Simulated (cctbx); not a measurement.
# BaCa5Cu2 across an absorption edge

Space group C2/m (no. 12), a = 11.7450 Å, b = 11.7770 Å, c = 9.6736 Å, α = 90.00°, β = 126.88°, γ = 90.00°.

| atom | mult. | x | y | z | Ueq (Å²) |
| --- | --- | --- | --- | --- | --- |
| Ba1 | 4 | 1/2 | 0.7535 | 1/2 | 0.0079 |
| Cu1 | 4 | 0.6076 | 0 | 0.9975 | 0.0095 |
| Cu2 | 4 | 1/2 | 0.6119 | 0 | 0.0102 |
| Ca1 | 4 | 1/4 | 1/4 | 0 | 0.0118 |
| Ca2 | 8 | 0.6429 | 0.8345 | 0.2799 | 0.0123 |
| Ca3 | 4 | 0.9681 | 0 | 0.2749 | 0.0127 |
| Ca4 | 4 | 0.3092 | 0 | 0.2769 | 0.0112 |

The model is made up (kin elements in a known structure type, no relaxation), so it says nothing on whether the phase exists.

Calculated with cctbx: free-atom f′ and f″ from the Sasaki tables, no fine structure; amplitudes in electrons.

```csv
E (eV),F 0 2 0,F 0 2 2,F 0 4 0,F 2 2 0
8379,89.6,206.3,303.1,66.9
8729,93.5,210.4,303.5,68.3
8859,96.8,213.9,303.5,69.4
8919,100.0,217.1,303.4,70.4
8949,103.2,220.3,303.3,71.5
8964,106.5,223.6,303.1,72.5
8971,109.4,226.5,303.0,73.4
8975,112.5,229.7,302.8,74.4
8983,111.1,229.0,302.9,73.5
8987,107.3,225.3,303.1,72.3
8994,104.0,222.0,303.2,71.2
9009,100.4,218.4,303.4,70.1
9039,96.8,214.9,303.6,69.0
9129,92.1,210.3,303.9,67.5
9379,87.1,205.3,304.3,66.0
```

**Question.** Which edge is crossed, and why do the reflections move as they do?

The K edge of Cu. The edge is at 8979 eV. f′ of Cu falls from -4.0 e at 8859 eV to -7.5 e at 4 eV below it, and f″ steps from 0.48 to 3.90 e across it. Over that approach |F| changes by +16 % (0 2 0), +7 % (0 2 2), -0 % (0 4 0) and +7 % (2 2 0): a reflection falls where Cu scatters in phase with the total and rises where it scatters against it; it hardly moves where the Cu term is small or cancels by symmetry. Above the edge the larger f″ enters the imaginary part, where it can add to or cancel the other atoms' f″. The structure is centrosymmetric, so Friedel mates stay equal.

[Logs are printed without paths, hosts, clocks, repeated set-up lines and the standing remarks that a program may print on its own settings, such as how far it seeks lower states.]
